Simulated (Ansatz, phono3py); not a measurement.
# GaP (F-43m): solver, mesh and scattering choices in phono3py

Wanted: the sensitivity of κ of GaP to the choices of the transport step.

Measurements to reproduce:
- thermal conductivity 100 W/m/K near room temperature (given in “Combining the AFLOW GIBBS and Elastic Libraries to efficiently and robustly screen thermo-mechanical properties of solids”, 2017, arXiv:1611.05714)

Calculated with Ansatz 0.2.0 and phono3py 4.10.0; DFT r2SCAN, scalar-relativistic, plane waves, PAW; PAW set soft_1, in the first sound run; inputs show where later runs differ.

## 1. Starting point

The structure is cubic, space group F-43m (No. 216). Conventional cell: a = 5.452 Å, b = 5.452 Å, c = 5.452 Å, α = 90.00°, β = 90.00°, γ = 90.00°. Ga has 4 P at 2.36 Å nearest. P has 4 Ga at 2.36 Å nearest. Farther neighbours are not listed.

## 2. Where the constants come from

input.yaml reads:

```yaml
crystal:
  lattice:
    - [0.0, 2.7258339291, 2.7258339291]
    - [2.7258339291, 0.0, 2.7258339291]
    - [2.7258339291, 2.7258339291, 0.0]
  atoms:
    - { symbol: Ga, position: [0.0, 0.0, 0.0] }
    - { symbol: P, position: [0.25, 0.25, 0.25] }
kpoints:
  mp_grid: { grid: [12, 12, 12] }
hamiltonian:
  xc: r2scan
  pseudopotentials: { kind: paw, azcp: { folder: soft_1 } }
scf:
  occupations: { method: fixed }
  lower_state_search: "off"
output:
  eigenvalues: true
phonons:
  method: fd
  dielectric: true
  qmesh: [6, 6, 6]
  temperatures: { t_max: 1000, t_step: 50 }
  qpath:
    path:
      - [[0.0, 0.0, 0.0], [0.5, 0.0, 0.5], [0.5, 0.25, 0.75], [0.375, 0.375, 0.75], [0.0, 0.0, 0.0], [0.5, 0.5, 0.5], [0.625, 0.25, 0.625], [0.5, 0.25, 0.75], [0.5, 0.5, 0.5], [0.375, 0.375, 0.75]]
      - [[0.625, 0.25, 0.625], [0.5, 0.0, 0.5]]
    npoints: 10
  third_order: { supercell: [3, 3, 3], pair_cutoff: 4.67 }
  lattice_thermal_conductivity:
    qmesh: [19, 19, 19]
    temperatures: [100.0, 150.0, 200.0, 300.0, 400.0, 500.0, 600.0, 800.0]
    isotope_mass_variance: [{ species: Ga, variance: 0.0001971 }, { species: P, variance: 0.0 }]
```

On the command line:

```
> ansatz run input.yaml --threads 18 --pin off --max-ram 92160MiB --backend cuda --events-out ev --progress --plain --runs-dir out --max-vram 78GiB
```

It took 15 min on 1 × NVIDIA GB200 with 18 threads of Arm Neoverse V2, shared host; peak memory 3 GiB.

Numbers from this step:

* highest frequency: 396.1 cm⁻¹
* κ at 300 K (relaxation time): 127 W/m/K
* κ at 300 K (full solution): 130.2 W/m/K
* dipole term: run
* third-order blocks: 842

## 3. Relaxation-time solution

The base run: each mode relaxes on its own with natural isotopes, and rates are split into normal and umklapp parts.

This step: DFT r2SCAN, scalar-relativistic, plane waves, PAW; PAW set soft_1; phono3py on Ansatz's force constants (phono3py 4.10.0).

phono3py.yaml reads:

```yaml
phono3py:
  version: "4.10.0"
  frequency_unit_conversion_factor: 15.633302
  symmetry_tolerance: 1.00000e-05

physical_unit:
  atomic_mass: "AMU"
  length: "angstrom"

space_group:
  type: "F-43m"
  number: 216
  Hall_symbol: "F -4 2 3"

primitive_matrix:
- [  1.000000000000000,  0.000000000000000,  0.000000000000000 ]
- [  0.000000000000000,  1.000000000000000,  0.000000000000000 ]
- [  0.000000000000000,  0.000000000000000,  1.000000000000000 ]

supercell_matrix:
- [   3,   0,   0 ]
- [   0,   3,   0 ]
- [   0,   0,   3 ]

# [primitive_cell block left out]
unit_cell:
  lattice:
  - [     0.000000000000000,     2.725833929100000,     2.725833929100000 ] # a
  - [     2.725833929100000,     0.000000000000000,     2.725833929100000 ] # b
  - [     2.725833929100000,     2.725833929100000,     0.000000000000000 ] # c
  points:
  - symbol: Ga # 1
    coordinates: [  0.000000000000000,  0.000000000000000,  0.000000000000000 ]
    mass: 69.723000
    reduced_to: 1
  - symbol: P # 2
    coordinates: [  0.250000000000000,  0.250000000000000,  0.250000000000000 ]
    mass: 30.973762
    reduced_to: 2

# [supercell block left out]
phonon_supercell_matrix:
- [   6,   0,   0 ]
- [   0,   6,   0 ]
- [   0,   0,   6 ]

# [phonon_primitive_cell block left out]
# [phonon_supercell block left out]
nac:
  born_effective_charge:
  - # 1 (Ga)
    - [  2.148332994284952,  0.000000000000000,  0.000000000000000 ]
    - [  0.000000000000000,  2.148332994284952,  0.000000000000000 ]
    - [  0.000000000000000,  0.000000000000000,  2.148332994284952 ]
  - # 2 (P)
    - [ -2.148332994284952,  0.000000000000000,  0.000000000000000 ]
    - [  0.000000000000000, -2.148332994284952,  0.000000000000000 ]
    - [  0.000000000000000,  0.000000000000000, -2.148332994284952 ]
  dielectric_constant:
    - [  9.349330290410645,  0.000000000000000,  0.000000000000000 ]
    - [  0.000000000000000,  9.349330290410645,  0.000000000000000 ]
    - [  0.000000000000000,  0.000000000000000,  9.349330290410641 ]
  unit_conversion_factor: 14.399645
```

On the command line:

```
> phono3py phono3py.yaml --mesh 19 19 19 --br --isotope --nu --ts 100 150 200 300 400 500 600 800
```

The log of the run:

```text
Rust backend (phonors) using rayon (8 threads).
Running in phono3py.load mode.
Spglib version 2.8.0
----------------------------- General settings -----------------------------
Run mode: conductivity-RTA
HDF5 data compression filter: gzip
Crystal structure was read from "phono3py.yaml".
Supercell (dim): [3 3 3]
Phonon supercell (dim-fc2): [6 6 6]
Primitive matrix:
  [1. 0. 0.]
  [0. 1. 0.]
  [0. 0. 1.]
Spacegroup: F-43m (216)
Use -v option to watch primitive cell, unit cell, and supercell structures.
NAC parameters were read from "phono3py.yaml".
fc3 was read from "fc3.hdf5".
fc2 was read from "fc2.hdf5".
----------------------------- Force constants ------------------------------
Max drift of fc3: 0.00000300 (yyx) 0.00000300 (yyx) 0.00000300 (yxy)
Max drift of fc2: -0.00000400 (zz) -0.00000400 (zz)
--------------------------- Calculation settings ---------------------------
Non-analytical term correction (NAC): True
NAC unit conversion factor:  14.39964
BZ integration: Tetrahedron-method
Temperature:  100.0  150.0  200.0  300.0  400.0 ... 800.0
Cutoff frequency: 0.01
Mesh sampling: [ 19 19 19 ]
Generating grid system ... [ 19 19 19 ]
fc3-r2q-transformation over three atoms: True
--------------------------- Phonon calculations ----------------------------
Use NAC by Gonze et al. (no real space sum in current implementation)
  PRB 50, 13035(R) (1994), PRB 55, 10355 (1997)
  G-cutoff distance: 1.21, Number of G-points: 307, Lambda: 0.39
Running harmonic phonon calculations...
-------------------- Lattice thermal conductivity (RTA) --------------------
Running heat capacity calculations...
Running velocity calculations...
Running isotope scattering calculations with tetrahedron method...
======================= Grid point 0 (1/220) =======================
q-point: ( 0.00  0.00  0.00)
Boundary mean free path (millimeter): 1000.000
Mass variance parameters: 1.97e-04 0.00e+00
Number of triplets: 220
Frequency     group velocity (x, y, z)     |gv|
  -0.003   (   0.000    0.000    0.000)    0.000
  -0.003   (   0.000    0.000    0.000)    0.000
  -0.003   (   0.000    0.000    0.000)    0.000
  10.785   (   0.000   -0.000    0.000)    0.000
  10.785   (   0.000    0.000    0.000)    0.000
  10.785   (   0.000    0.000   -0.000)    0.000
======================= Grid point 1 (2/220) =======================
q-point: ( 0.05  0.00  0.00)
Boundary mean free path (millimeter): 1000.000
Mass variance parameters: 1.97e-04 0.00e+00
Number of triplets: 670
Frequency     group velocity (x, y, z)     |gv|
   0.559   ( -18.935   18.935   18.935)   32.796
   0.559   ( -18.935   18.935   18.935)   32.796
   1.134   ( -38.643   38.643   38.643)   66.931
  10.779   (   0.427   -0.427   -0.427)    0.740
  10.779   (   0.427   -0.427   -0.427)    0.740
  11.878   (   1.019   -1.019   -1.019)    1.765
[217 grid points left out]
======================= Grid point 1647 (220/220) =======================
q-point: (-0.26  0.47  0.21)
Boundary mean free path (millimeter): 1000.000
Mass variance parameters: 1.97e-04 0.00e+00
Number of triplets: 1810
Frequency     group velocity (x, y, z)     |gv|
   3.815   (   4.332    2.136   -0.000)    4.829
   4.441   (  -0.489    3.290   -0.000)    3.326
   6.490   (   1.280   -4.161    0.000)    4.353
   9.866   (  -1.937   -1.571    0.000)    2.494
  10.812   (   1.022    0.282   -0.000)    1.060
  11.780   (   0.267    1.113   -0.000)    1.145
=================== End of collection of collisions ===================
----------- Thermal conductivity (W/m-k) with tetrahedron method -----------
#  T(K)        xx         yy         zz         yz         xz         xy
  100.0     491.118    491.118    491.118     -0.000     -0.000      0.000
  150.0     276.025    276.025    276.025     -0.000     -0.000      0.000
  200.0     194.643    194.643    194.643     -0.000     -0.000      0.000
  300.0     126.012    126.012    126.012     -0.000     -0.000      0.000
  400.0      94.517     94.517     94.517     -0.000     -0.000      0.000
  500.0      76.012     76.012     76.012     -0.000     -0.000      0.000
  600.0      63.711     63.711     63.711     -0.000     -0.000      0.000
  800.0      48.259     48.259     48.259     -0.000     -0.000      0.000

Thermal conductivity related properties were written into
"kappa-m191919.hdf5".
Summary of calculation was written in "phono3py.yaml".
```

Elapsed: 30 s, on 8 threads; peak memory 0.1 GiB; 2.8 min of CPU time.

This step gave:

```yaml
kappa_at_300_k: 126 W/m/K
kappa_xx_yy_zz_at_300_k: 126, 126, 126 W/m/K
normal_share_of_three_phonon_scattering_at_300_k: 0.385
```

W/m/K. Kappa, by row:

```tsv
T (K)	xx	yy	zz	yz	xz	xy
100	491.1	491.1	491.1	0	0	0
150	276	276	276	0	0	0
200	194.6	194.6	194.6	0	0	0
300	126	126	126	0	0	0
400	94.52	94.52	94.52	0	0	0
500	76.01	76.01	76.01	0	0	0
600	63.71	63.71	63.71	0	0	0
800	48.26	48.26	48.26	0	0	0
```

The lattice thermal conductivity, xx by temperature:

```tsv
temperature (K)	lattice thermal conductivity, xx (W/m/K)
100	491
150	276
200	195
300	126
400	94.5
500	76.0
600	63.7
800	48.3
```

Mean scattering rate at 300 K against frequency:

```tsv
frequency (THz)	normal (1/ps)	umklapp (1/ps)
0.25	-	-
0.74	0.00123	1.7e-4
1.24	0.00239	2.7e-4
1.73	0.00185	8.7e-4
2.23	0.00223	0.00152
2.72	0.00366	0.00493
3.22	0.00699	0.0143
3.72	0.0229	0.0444
4.21	0.0775	0.142
4.71	0.035	0.0137
5.20	0.0493	0.0417
5.70	0.0409	0.0376
6.19	0.137	0.249
6.69	0.192	0.375
7.18	0.307	0.619
7.68	0.701	0.456
8.17	-	-
8.67	-	-
9.17	-	-
9.66	0.0727	0.21
10.16	0.0892	0.202
10.65	0.189	0.328
11.15	0.0176	0.0357
11.64	0.031	0.034
```

The base value at 300 K is 126 W/(m K).

The lattice thermal conductivity, xx is 126 W/m/K at 300 K, going as T^-1.0 above 200 K.

## 4. Two programs, one set of constants

This step: DFT r2SCAN, scalar-relativistic, plane waves, PAW; PAW set soft_1 (Ansatz 0.2.0).

Ansatz's figure includes its coherence part. Comparison, by row:

```tsv
T (K)	Ansatz RTA (W/m/K)	phono3py RTA (W/m/K)	difference (%)
100	496.1	491.1	-1.01
150	278.4	276	-0.86
200	196.3	194.6	-0.87
300	127	126	-0.79
400	95.31	94.52	-0.83
500	76.66	76.01	-0.85
600	64.27	63.71	-0.87
800	48.7	48.26	-0.9
```

## 5. Without isotopes, third order supercell 3×3×3, supercell 6×6×6

Leaving out the isotope term shows how much the natural mass disorder scatters.

This step: DFT r2SCAN, scalar-relativistic, plane waves, PAW; PAW set soft_1; phono3py on Ansatz's force constants (phono3py 4.10.0).

phono3py.yaml is that of step 3.

On the command line:

```
> phono3py phono3py.yaml --mesh 19 19 19 --br --ts 100 150 200 300 400 500 600 800
```

The log of the run:

```text
[banner, memory and clock lines left out]
Rust backend (phonors) using rayon (8 threads).
Running in phono3py.load mode.
Spglib version 2.8.0
----------------------------- General settings -----------------------------
Run mode: conductivity-RTA
HDF5 data compression filter: gzip
Crystal structure was read from "phono3py.yaml".
Supercell (dim): [3 3 3]
Phonon supercell (dim-fc2): [6 6 6]
Primitive matrix:
  [1. 0. 0.]
  [0. 1. 0.]
  [0. 0. 1.]
Spacegroup: F-43m (216)
Use -v option to watch primitive cell, unit cell, and supercell structures.
NAC parameters were read from "phono3py.yaml".
fc3 was read from "fc3.hdf5".
fc2 was read from "fc2.hdf5".
----------------------------- Force constants ------------------------------
Max drift of fc3: 0.00000300 (yyx) 0.00000300 (yyx) 0.00000300 (yxy)
Max drift of fc2: -0.00000400 (zz) -0.00000400 (zz)
--------------------------- Calculation settings ---------------------------
Non-analytical term correction (NAC): True
NAC unit conversion factor:  14.39964
BZ integration: Tetrahedron-method
Temperature:  100.0  150.0  200.0  300.0  400.0 ... 800.0
Cutoff frequency: 0.01
Mesh sampling: [ 19 19 19 ]
Generating grid system ... [ 19 19 19 ]
fc3-r2q-transformation over three atoms: True
--------------------------- Phonon calculations ----------------------------
  PRB 50, 13035(R) (1994), PRB 55, 10355 (1997)
  G-cutoff distance: 1.21, Number of G-points: 307, Lambda: 0.39
Running harmonic phonon calculations...
-------------------- Lattice thermal conductivity (RTA) --------------------
Running heat capacity calculations...
Running velocity calculations...
======================= Grid point 0 (1/220) =======================
q-point: ( 0.00  0.00  0.00)
Boundary mean free path (millimeter): 1000.000
Number of triplets: 220
Frequency     group velocity (x, y, z)     |gv|
  -0.003   (   0.000    0.000    0.000)    0.000
  -0.003   (   0.000    0.000    0.000)    0.000
  -0.003   (   0.000    0.000    0.000)    0.000
  10.785   (   0.000   -0.000    0.000)    0.000
  10.785   (   0.000    0.000    0.000)    0.000
  10.785   (   0.000    0.000   -0.000)    0.000
======================= Grid point 1 (2/220) =======================
q-point: ( 0.05  0.00  0.00)
Boundary mean free path (millimeter): 1000.000
Number of triplets: 670
Frequency     group velocity (x, y, z)     |gv|
   0.559   ( -18.935   18.935   18.935)   32.796
   0.559   ( -18.935   18.935   18.935)   32.796
   1.134   ( -38.643   38.643   38.643)   66.931
  10.779   (   0.427   -0.427   -0.427)    0.740
  10.779   (   0.427   -0.427   -0.427)    0.740
  11.878   (   1.019   -1.019   -1.019)    1.765
[217 grid points left out]
======================= Grid point 1647 (220/220) =======================
q-point: (-0.26  0.47  0.21)
Boundary mean free path (millimeter): 1000.000
Number of triplets: 1810
Frequency     group velocity (x, y, z)     |gv|
   3.815   (   4.332    2.136   -0.000)    4.829
   4.441   (  -0.489    3.290   -0.000)    3.326
   6.490   (   1.280   -4.161    0.000)    4.353
   9.866   (  -1.937   -1.571    0.000)    2.494
  10.812   (   1.022    0.282   -0.000)    1.060
  11.780   (   0.267    1.113   -0.000)    1.145
=================== End of collection of collisions ===================
----------- Thermal conductivity (W/m-k) with tetrahedron method -----------
#  T(K)        xx         yy         zz         yz         xz         xy
  100.0     734.086    734.086    734.086     -0.000     -0.000      0.000
  150.0     361.191    361.191    361.191     -0.000     -0.000      0.000
  200.0     239.634    239.634    239.634     -0.000     -0.000      0.000
  300.0     145.738    145.738    145.738     -0.000     -0.000      0.000
  400.0     105.775    105.775    105.775     -0.000     -0.000      0.000
  500.0      83.336     83.336     83.336     -0.000     -0.000      0.000
  600.0      68.871     68.871     68.871     -0.000     -0.000      0.000
  800.0      51.227     51.227     51.227     -0.000     -0.000      0.000

Thermal conductivity related properties were written into
"kappa-m191919.hdf5".
Summary of calculation was written in "phono3py.yaml".
```

The job ended after 26 s (8 threads; peak memory 0.1 GiB).

This step gave:

* κ at 300 K: 145.7 W/m/K
* κ xx, yy, zz at 300 K: 145.7, 145.7, 145.7 W/m/K

W/m/K. Kappa, by row:

```tsv
T (K)	xx	yy	zz	yz	xz	xy
100	734.1	734.1	734.1	0	0	0
150	361.2	361.2	361.2	0	0	0
200	239.6	239.6	239.6	0	0	0
300	145.7	145.7	145.7	0	0	0
400	105.8	105.8	105.8	0	0	0
500	83.34	83.34	83.34	0	0	0
600	68.87	68.87	68.87	0	0	0
800	51.23	51.23	51.23	0	0	0
```

κ at 300 K goes from 126 in the base run to 146 W/(m K).

## 6. Another q-mesh, third order supercell 3×3×3, supercell 6×6×6

The q-mesh of the transport sums changes, with the same scattering terms.

phono3py.yaml is that of step 5.

On the command line:

```
> phono3py phono3py.yaml --mesh 5 5 5 --br --isotope --ts 100 300 600
```

The log of the run:

```text
[banner, memory and clock lines left out]
Rust backend (phonors) using rayon (8 threads).
Running in phono3py.load mode.
Spglib version 2.8.0
----------------------------- General settings -----------------------------
Run mode: conductivity-RTA
HDF5 data compression filter: gzip
Crystal structure was read from "phono3py.yaml".
Supercell (dim): [3 3 3]
Phonon supercell (dim-fc2): [6 6 6]
Primitive matrix:
  [1. 0. 0.]
  [0. 1. 0.]
  [0. 0. 1.]
Spacegroup: F-43m (216)
Use -v option to watch primitive cell, unit cell, and supercell structures.
NAC parameters were read from "phono3py.yaml".
fc3 was read from "fc3.hdf5".
fc2 was read from "fc2.hdf5".
----------------------------- Force constants ------------------------------
Max drift of fc3: 0.00000300 (yyx) 0.00000300 (yyx) 0.00000300 (yxy)
Max drift of fc2: -0.00000400 (zz) -0.00000400 (zz)
--------------------------- Calculation settings ---------------------------
Non-analytical term correction (NAC): True
NAC unit conversion factor:  14.39964
BZ integration: Tetrahedron-method
Temperature:  100.0  300.0  600.0
Cutoff frequency: 0.01
Mesh sampling: [ 5 5 5 ]
Generating grid system ... [ 5 5 5 ]
fc3-r2q-transformation over three atoms: True
--------------------------- Phonon calculations ----------------------------
  PRB 50, 13035(R) (1994), PRB 55, 10355 (1997)
  G-cutoff distance: 1.21, Number of G-points: 307, Lambda: 0.39
Running harmonic phonon calculations...
-------------------- Lattice thermal conductivity (RTA) --------------------
Running heat capacity calculations...
Running velocity calculations...
Running isotope scattering calculations with tetrahedron method...
======================= Grid point 0 (1/10) =======================
q-point: ( 0.00  0.00  0.00)
Boundary mean free path (millimeter): 1000.000
Mass variance parameters: 1.97e-04 0.00e+00
Number of triplets: 10
Frequency     group velocity (x, y, z)     |gv|
  -0.003   (   0.000    0.000    0.000)    0.000
  -0.003   (   0.000    0.000    0.000)    0.000
  -0.003   (   0.000    0.000    0.000)    0.000
  10.785   (   0.000   -0.000    0.000)    0.000
  10.785   (   0.000    0.000    0.000)    0.000
  10.785   (   0.000    0.000   -0.000)    0.000
======================= Grid point 1 (2/10) =======================
q-point: ( 0.20  0.00  0.00)
Boundary mean free path (millimeter): 1000.000
Mass variance parameters: 1.97e-04 0.00e+00
Number of triplets: 19
Frequency     group velocity (x, y, z)     |gv|
   1.846   ( -11.468   11.468   11.468)   19.863
   1.846   ( -11.468   11.468   11.468)   19.863
   4.016   ( -31.855   31.855   31.855)   55.175
  10.722   (   0.602   -0.602   -0.602)    1.042
  10.722   (   0.602   -0.602   -0.602)    1.042
  11.696   (   3.406   -3.406   -3.406)    5.899
[7 grid points left out]
======================= Grid point 40 (10/10) =======================
q-point: ( 0.60  0.40  0.20)
Boundary mean free path (millimeter): 1000.000
Mass variance parameters: 1.97e-04 0.00e+00
Number of triplets: 39
Frequency     group velocity (x, y, z)     |gv|
   3.642   (   0.000    1.470    8.064)    8.197
   4.255   (  -0.000   13.706    4.368)   14.385
   6.374   (   0.000   -5.490   11.795)   13.010
  10.050   (  -0.000   -6.102   -6.728)    9.083
  10.767   (  -0.000   -0.149    2.256)    2.261
  11.726   (  -0.000    3.820    0.628)    3.871
=================== End of collection of collisions ===================
----------- Thermal conductivity (W/m-k) with tetrahedron method -----------
#  T(K)        xx         yy         zz         yz         xz         xy
  100.0     191.139    191.139    191.139     -0.000     -0.000      0.000
  300.0      66.003     66.003     66.003     -0.000     -0.000      0.000
  600.0      34.121     34.121     34.121     -0.000     -0.000      0.000

Thermal conductivity related properties were written into
"kappa-m555.hdf5".
Summary of calculation was written in "phono3py.yaml".
```

Elapsed: 1.7 s, on 8 threads; peak memory 0.1 GiB.

This step gave:

* κ at 300 K: 66 W/m/K
* κ xx, yy, zz at 300 K: 66, 66, 66 W/m/K

W/m/K. Kappa, by row:

```tsv
T (K)	xx	yy	zz	yz	xz	xy
100	191.1	191.1	191.1	0	0	0
300	66	66	66	0	0	0
600	34.12	34.12	34.12	0	0	0
```

This mesh is too coarse for the transport sums: κ at 300 K comes out at 66 against 126 W/(m K) in the base run.

[end of part 1 of 5]

[Logs are printed without paths, hosts, clocks, repeated set-up lines and the standing remarks that a program may print on its own settings, such as how far it seeks lower states.]

[Hosts, paths, dates, database ids (printed as entryN), source tags and the programs' standing remarks are cut or masked in the printed files.]

[A step with changed settings may run another functional than the one named; its input shows which.]
